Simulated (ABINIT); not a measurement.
# PbSe (Clausthalite): G0W0 in ABINIT against the screening cutoff in the self-energy, part 2 of 2

How does the gap of PbSe (Clausthalite) converge in the screening cutoff in the self-energy?

ABINIT 10.8.3; PBE and many-body steps on it, plane waves. Known limits of the many-body steps: not at the basis limit; model gap, bands may invert with spin-orbit coupling; exchange with frozen shells missing; screening runs away on this mesh; no spin-orbit coupling; coarse k mesh.

So far. Step 5 (4.2 Ha): The gap on the mesh goes from 0.30 eV to 0.72 eV, a correction of +0.42 eV. Step 6 (6 Ha): Against the run before, the gap moves by +0.041 eV.

## (7) 9 Ha

Level of this step: G0W0 on PBE, plane waves, norm-conserving pseudopotentials (ABINIT).

Contents of run.abi:

```
acell 3*1.0 Angstrom
rprim 
  -0.000000000000 3.060650000000 3.060650000000
  3.060650000000 0.000000000000 3.060650000000
  3.060650000000 3.060650000000 -0.000000000000
ntypat 2
znucl 82 34
natom 2
typat 1 2
xred 
  0.000000000000 0.000000000000 0.000000000000
  0.500000000000 0.500000000000 0.500000000000
pp_dirpath "pseudos"
pseudos "Pb.upf, Se.upf"
ecut 39
ngkpt 4 4 4
nshiftk 1
shiftk 0 0 0
kptopt 1
chksymbreak 0
istwfk *1
occopt 1
irdwfk 1
optdriver 4
nband 529
gwcalctyp 0
ecutsigx 39
symsigma 1
nkptgw 2
kptgw 
  0.5000000000 0.0000000000 0.0000000000
  0.0000000000 0.0000000000 0.0000000000
bdgw 
  13 18
  13 18
ecuteps 9
irdscr 1
ppmodel 1
indata_prefix "in"
outdata_prefix "out"
tmpdata_prefix "tmp"
```

The run is started by

```sh
$ OMP_NUM_THREADS=1 mpirun -n 8 abinit run.abi > log
```

The program printed:

```text
.Version 10.8.3 of ABINIT. v10.8.2 released Aug 2026.

 Symmetries : space group Fm -3 m (#225); Bravais cF (face-center cubic)
[... echo of the input left out ...]
== DATASET  1 ==================================================================
-   mpi_nproc: 8, omp_nthreads: 1 (-1 if OMP is not activated)

--- !DatasetInfo
iteration_state: {dtset: 1, }
dimensions: {natom: 2, nkpt: 8, mband: 529, nsppol: 1, nspinor: 1, nspden: 1, mpw: 4573, }
cutoff_energies: {ecut:  39.0, pawecutdg:  -1.0, }
[...]
Band     E0 <VxcDFT>   SigX SigC(E0)      Z dSigC/dE  Sig(E)    E-E0       E
[...]
17   8.998 -11.271  -7.663  -4.413   0.784  -0.275 -11.903  -0.632   8.367
       18   8.998 -11.271  -7.663  -4.413   0.784  -0.275 -11.903  -0.632   8.367

== END DATASET(S) ==============================================================
================================================================================

 -outvars: echo values of variables after computation  --------
           etotal      0.0000000000E+00
            nband         529
             nkpt           8
          spgroup         225
 [... the other variables as echoed above ...]

 Calculation completed.
```

It took 2.3 min on 8 MPI ranks of Intel Xeon Platinum 8259CL at 2.50GHz (Skylake/Cascade Lake), shared host; peak memory 5.4 GiB; 18 min of CPU time.

Numbers from this step:

| Property | Result |
| --- | --- |
| G0W0 gap on the points computed | 0.7990 eV |
| starting gap on the mesh | 0.2973 eV |
| k of the valence top | 0.5, 0, 0 |
| k of the conduction bottom | 0.5, 0, 0 |
| least direct G0W0 gap on the computed points | 0.7990 eV |

Against the run before, the gap moves by +0.039 eV.

## (8) 12 Ha

run.abi, as its differences from that of step 7:

```diff
@@ -35,3 +35,3 @@
   13 18
-ecuteps 9
+ecuteps 12
 irdscr 1
```

The program printed:

```text
.Version 10.8.3 of ABINIT. v10.8.2 released Aug 2026.

 Symmetries : space group Fm -3 m (#225); Bravais cF (face-center cubic)
[... echo of the input left out ...]
== DATASET  1 ==================================================================
-   mpi_nproc: 8, omp_nthreads: 1 (-1 if OMP is not activated)

--- !DatasetInfo
iteration_state: {dtset: 1, }
dimensions: {natom: 2, nkpt: 8, mband: 529, nsppol: 1, nspinor: 1, nspden: 1, mpw: 4573, }
cutoff_energies: {ecut:  39.0, pawecutdg:  -1.0, }
[...]
Band     E0 <VxcDFT>   SigX SigC(E0)      Z dSigC/dE  Sig(E)    E-E0       E
[...]
17   8.998 -11.271  -7.663  -4.416   0.784  -0.275 -11.904  -0.633   8.365
       18   8.998 -11.271  -7.663  -4.416   0.784  -0.275 -11.904  -0.633   8.365

== END DATASET(S) ==============================================================
================================================================================

 -outvars: echo values of variables after computation  --------
           etotal      0.0000000000E+00
            nband         529
             nkpt           8
          spgroup         225
 [... the other variables as echoed above ...]

 Calculation completed.
```

Wall time 4.4 min (8 MPI ranks); peak memory 6.5 GiB; 35 min of CPU time.

This step gave:

| Item | Value |
| --- | --- |
| G0W0 gap on the points computed | 0.806 eV |
| starting gap on the mesh | 0.2973 eV |
| k of the valence top | 0.5, 0, 0 |
| k of the conduction bottom | 0.5, 0, 0 |
| least direct G0W0 gap on the computed points | 0.806 eV |

Against the run before, the gap moves by +0.007 eV.

## (9) The runs together

Times are wall times on 8 MPI ranks of Intel Xeon Platinum 8259CL at 2.50GHz (Skylake/Cascade Lake), shared host, good to a factor of about two. A run's time includes the screening step that it read.

```tsv
run	mesh	bands	screening cutoff (eV)	DFT gap (eV)	gap on the mesh (eV)	direct (eV)	ε∞ used	time
1.2 Ha	4×4×4	529	32.7	0.297	0.436	0.436	106.55	12 min
2.4 Ha	4×4×4	529	65.3	0.297	0.614	0.614	106.55	12 min
4.2 Ha	4×4×4	529	114.3	0.297	0.719	0.719	106.55	12 min
6 Ha	4×4×4	529	163.3	0.297	0.760	0.760	106.55	13 min
9 Ha	4×4×4	529	244.9	0.297	0.799	0.799	106.55	14 min
12 Ha	4×4×4	529	326.5	0.297	0.806	0.806	106.55	16 min
```

## (10) Summary of results

| Quantity | Value |
| --- | --- |
| 1.2 Ha | 0.436 eV |
| 2.4 Ha | 0.614 eV |
| 4.2 Ha | 0.719 eV |
| 6 Ha | 0.760 eV |
| 9 Ha | 0.799 eV |
| 12 Ha | 0.806 eV |
| known limits | not at the basis limit; model gap, bands may invert with spin-orbit coupling; exchange with frozen shells missing; screening runs away on this mesh; no spin-orbit coupling; coarse k mesh |

The setting moved: screening cutoff in the self-energy. From 1.2 Ha to 12 Ha the gap moves by +0.37 eV. It holds to 0.03 eV from 9 Ha on. Bands and screening cutoff are coupled, so a series along one setting does not show full convergence. Bands and cutoff are finite, so the gap is not at the basis limit. The miss can reach some tenths of an eV and take either sign; the mesh is an error of its own. In the first G0W0 run levels were corrected at 2 k points alone, so a gap called «on the mesh» is the least over those, and an edge elsewhere would be missed. The 4×4×4 mesh is coarse for this cell, which bears on the long-range parts of exchange and screening. Where an edge is built on 6p states of lead, bismuth or thallium, scalar-relativistic gaps usually stand too wide, by a few tenths to over one eV. With atoms this heavy and so narrow a gap, spin-orbit coupling can invert the bands. These scalar-relativistic gaps are then model values, not to be set against experiment, and a spin-orbit change taken from DFT can't simply be added. The norm-conserving file of at least one element keeps a d shell over frozen s and p shells of the same row. Exchange with those shells is missing from the self-energy, an error of 0.3 to 0.9 eV in cases checked, whose sign depends on which edge lies on those atoms. For the PBE start: On this mesh the RPA ε∞ passes 90, more than nearly any semiconductor shows; a coarse mesh does this where one point with a narrow direct gap carries much weight. The screening is then too strong, and the G0W0 gap should not be taken as the material's.

[Paths, hosts, dates, memory and timing lines, banners, echoed tables and standing remarks are left out of the program output.]

[Logs are printed without paths, hosts, clocks, repeated set-up lines and the standing remarks that a program may print on its own settings, such as how far it seeks lower states.]

[Runs of the session that timed out or met a known fault of the program may be left out.]

[No measured gap is set beside runs whose start may be inverted or whose files or cutoffs have a known fault.]

[Hosts, paths, dates, database ids (printed as entryN), source tags and the programs' standing remarks are cut or masked in the printed files.]

[G0W0 gaps are taken among the corrected bands and points alone; a level outside them can change the order at an edge.]

[Where Ansatz stands beside ABINIT at settings called matched, ABINIT's density can come from a denser mesh and the files from another edition; pairs whose starting gaps differed by over 0.03 eV were left out, so agreement reads better than it is.]
